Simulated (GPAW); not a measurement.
# Screening of a field by 1T-FeBrI monolayer, part 2 of 2

Wanted: the out-of-plane polarisability of 1T-FeBrI monolayer.

GPAW 26.7.0; GPAW, PAW setups; layer in a repeated cell with vacuum, relaxation of atoms and in-plane cell (the session's first sound run).

So far. Step 5 (In a field): The dipole is now -0.0641 e Å, against -0.028 in the run without a field.

## 8. Field on

Level of this step: GPAW, PAW setups; slab in vacuum (GPAW).

run.py

```python
import json
import numpy as np
from ase import Atoms
from gpaw import GPAW, PW
from gpaw.external import ConstantElectricField

slab = Atoms(
    ['I', 'Fe', 'Br'],
    positions=[
        [1.95089, 1.12635, 8.00000],
        [0.00000, -0.00000, 9.67422],
        [0.00000, 2.25268, 11.09562]],
    cell=[[3.90176, 0.0, 0.0], [-1.95089, 3.37903, 0.0], [0.0, 0.0, 19.0956]],
    pbc=[True, True, False],
    magmoms=[0.0, 4.0, 0.0])

slab.calc = GPAW(mode=PW(400), xc='PBE', kpts={'size': (9, 9, 1), 'gamma': True},
                 occupations={'name': 'fermi-dirac', 'width': 0.05}, nbands='160%',
                 convergence={'density': 1e-05}, maxiter=200,
                 poissonsolver={'dipolelayer': 'xy'},
                 external=ConstantElectricField(0.1, [0, 0, 1]),
                 symmetry={'tolerance': 1e-3}, txt='slab.txt')
result = {}
energy = slab.get_potential_energy()
fermi = slab.calc.get_fermi_level()
v = slab.calc.get_electrostatic_potential().mean((0, 1)) - fermi
n = slab.calc.get_pseudo_density().mean((0, 1))
L = slab.cell[2, 2]
z = np.arange(len(v)) * L / len(v)
low, high = slab.positions[:, 2].min(), slab.positions[:, 2].max()
below, above = np.interp([low - 5.8, high + 5.8], z, v)
slopes = [np.interp(x, z, np.gradient(v, z)) for x in (low - 5.8, high + 5.8)]
eps = np.array([[slab.calc.get_eigenvalues(k, s) for k in range(len(slab.calc.get_ibz_k_points()))]
                for s in range(slab.calc.get_number_of_spins())]) - fermi
top, bottom = eps[eps < 0].max(), eps[eps > 0].min()
dipole = slab.get_dipole_moment()[2]
print(f'energy {energy:.4f} eV, Fermi level {fermi:.4f} eV, dipole {dipole:.5f} e A')
print(f'potential 5.8 A off the faces, from the Fermi level: lower {below:.4f} eV, upper {above:.4f} eV')
print(f'slope of the potential there: lower {slopes[0]:.5f}, upper {slopes[1]:.5f} eV/A')
print(f'nearest levels on the mesh: {top:.4f} and {bottom:.4f} eV')
print('magnetic moment', round(slab.get_magnetic_moment(), 3))
result.update(energy=energy, fermi=fermi, dipole=dipole, below=below, above=above, slopes=slopes, edges=[top, bottom],
              z=z.tolist(), v=v.tolist(), n=n.tolist(), positions=slab.positions.tolist(),
              forces=slab.get_forces(apply_constraint=False).tolist(), moments=slab.get_magnetic_moments().tolist())
json.dump(result, open('result.json', 'w'))
```

The run is started by

```sh
$ OMP_NUM_THREADS=1 OPENBLAS_NUM_THREADS=1 python run.py
```

Log:

```text
energy -12.7540 eV, Fermi level -1.9035 eV, dipole 0.00884 e A
potential 5.8 A off the faces, from the Fermi level: lower 5.1223 eV, upper 5.0009 eV
slope of the potential there: lower -0.00004, upper 0.00003 eV/A
nearest levels on the mesh: -0.0049 and 0.0084 eV
magnetic moment 4.0
```

Run time: 2.6 min. Hardware: 1 thread of Arm Neoverse V2, shared host; peak memory 0.37 GiB.

The dipole is now 0.00884 e Å, against -0.028 in the run without a field.

## 9. Field on

run.py: that of step 8 with these lines changed.

```diff
@@ -20,3 +20,3 @@
                  poissonsolver={'dipolelayer': 'xy'},
-                 external=ConstantElectricField(0.1, [0, 0, 1]),
+                 external=ConstantElectricField(0.2, [0, 0, 1]),
                  symmetry={'tolerance': 1e-3}, txt='slab.txt')
```

Log:

```text
energy -12.7567 eV, Fermi level -1.9159 eV, dipole 0.04532 e A
potential 5.8 A off the faces, from the Fermi level: lower 5.3896 eV, upper 4.7676 eV
slope of the potential there: lower -0.00004, upper 0.00002 eV/A
nearest levels on the mesh: -0.0047 and 0.0085 eV
magnetic moment 4.0
```

Run time: 2.4 min. Hardware: 1 thread; peak memory 0.37 GiB.

The dipole is now 0.0453 e Å, against -0.028 in the run without a field.

## 10. In a field

run.py: that of step 9 with these lines changed.

```diff
@@ -20,3 +20,3 @@
                  poissonsolver={'dipolelayer': 'xy'},
-                 external=ConstantElectricField(0.2, [0, 0, 1]),
+                 external=ConstantElectricField(0.3, [0, 0, 1]),
                  symmetry={'tolerance': 1e-3}, txt='slab.txt')
```

Log:

```text
energy -12.7630 eV, Fermi level -1.9292 eV, dipole 0.08185 e A
potential 5.8 A off the faces, from the Fermi level: lower 5.6586 eV, upper 4.5351 eV
slope of the potential there: lower -0.00005, upper 0.00002 eV/A
nearest levels on the mesh: -0.0046 and 0.0086 eV
magnetic moment 4.0
```

The job ended after 2.6 min (1 thread; peak memory 0.37 GiB).

The dipole is now 0.0819 e Å, against -0.028 in the run without a field.

## 11. The series

The members are put on one axis.

This step: induced dipole against applied field (GPAW 26.7.0).

Table of dipole along the normal by field:

| field (V/Å) | dipole along the normal (e·Å) |
| --- | --- |
| -0.200 | -0.100 |
| -0.100 | -0.0641 |
| -0.050 | -0.0458 |
| 0.000 | -0.0277 |
| 0.050 | -0.00939 |
| 0.100 | 0.00884 |
| 0.200 | 0.0453 |
| 0.300 | 0.0819 |

## 12. A changed run

One more run, with changed settings.

This step: GPAW, PAW setups; slab in vacuum (GPAW 26.7.0).

run.py: that of step 10 with these lines changed.

```diff
@@ -4,3 +4,2 @@
 from gpaw import GPAW, PW
-from gpaw.external import ConstantElectricField
 
@@ -18,5 +17,4 @@
                  occupations={'name': 'fermi-dirac', 'width': 0.05}, nbands='160%',
-                 convergence={'density': 1e-05}, maxiter=200,
+                 convergence={'density': 1e-05}, maxiter=6,
                  poissonsolver={'dipolelayer': 'xy'},
-                 external=ConstantElectricField(0.3, [0, 0, 1]),
                  symmetry={'tolerance': 1e-3}, txt='slab.txt')
```

Log:

```text
gpaw.KohnShamConvergenceError
```

Elapsed: 20 s, on 1 thread; peak memory 0.25 GiB.

The run stopped without converging, so none of its numbers is a property of the system.

The fault put into the input: too few SCF iterations (maxiter = 6).

## 13. Results

```
work function, upper and lower face            : 5.235 and 4.856 eV
dipole along the normal                        : -0.0277 e Å
induced dipole per field                       : 0.365 e Å per V/Å
out-of-plane polarisability per area, α/(ε0 A) : 5.00 Å
```

The field induces 0.365 e Å per V/Å, a polarisable thickness α/(ε0 A) of 5.00 Å beside 3.10 Å between the outermost nuclei. A perfect conductor would give the distance between its two image planes; a dielectric of thickness t gives t(1 - 1/ε). The two faces differ by 0.38 eV, the step that the slab's dipole makes (e p/(ε0 A) gives 0.38 eV), so the dipole layer is needed. The induced dipole is linear in the field over this range. The starting lattice was a guess from atomic radii; the relaxation moved it by 9 %. The relaxation of atoms and cell ran in a fully periodic cell without the dipole layer, so the atoms of this polar layer felt a small spurious field. One magnetic start was tried; another order may lie lower. The layer's cell and atoms come from the relaxation; spin-orbit coupling and temperature are left out.

[Logs are printed without paths, hosts, clocks, repeated set-up lines and the standing remarks that a program may print on its own settings, such as how far it seeks lower states.]

[Hosts, paths, dates, database ids (printed as entryN), source tags and the programs' standing remarks are cut or masked in the printed files.]
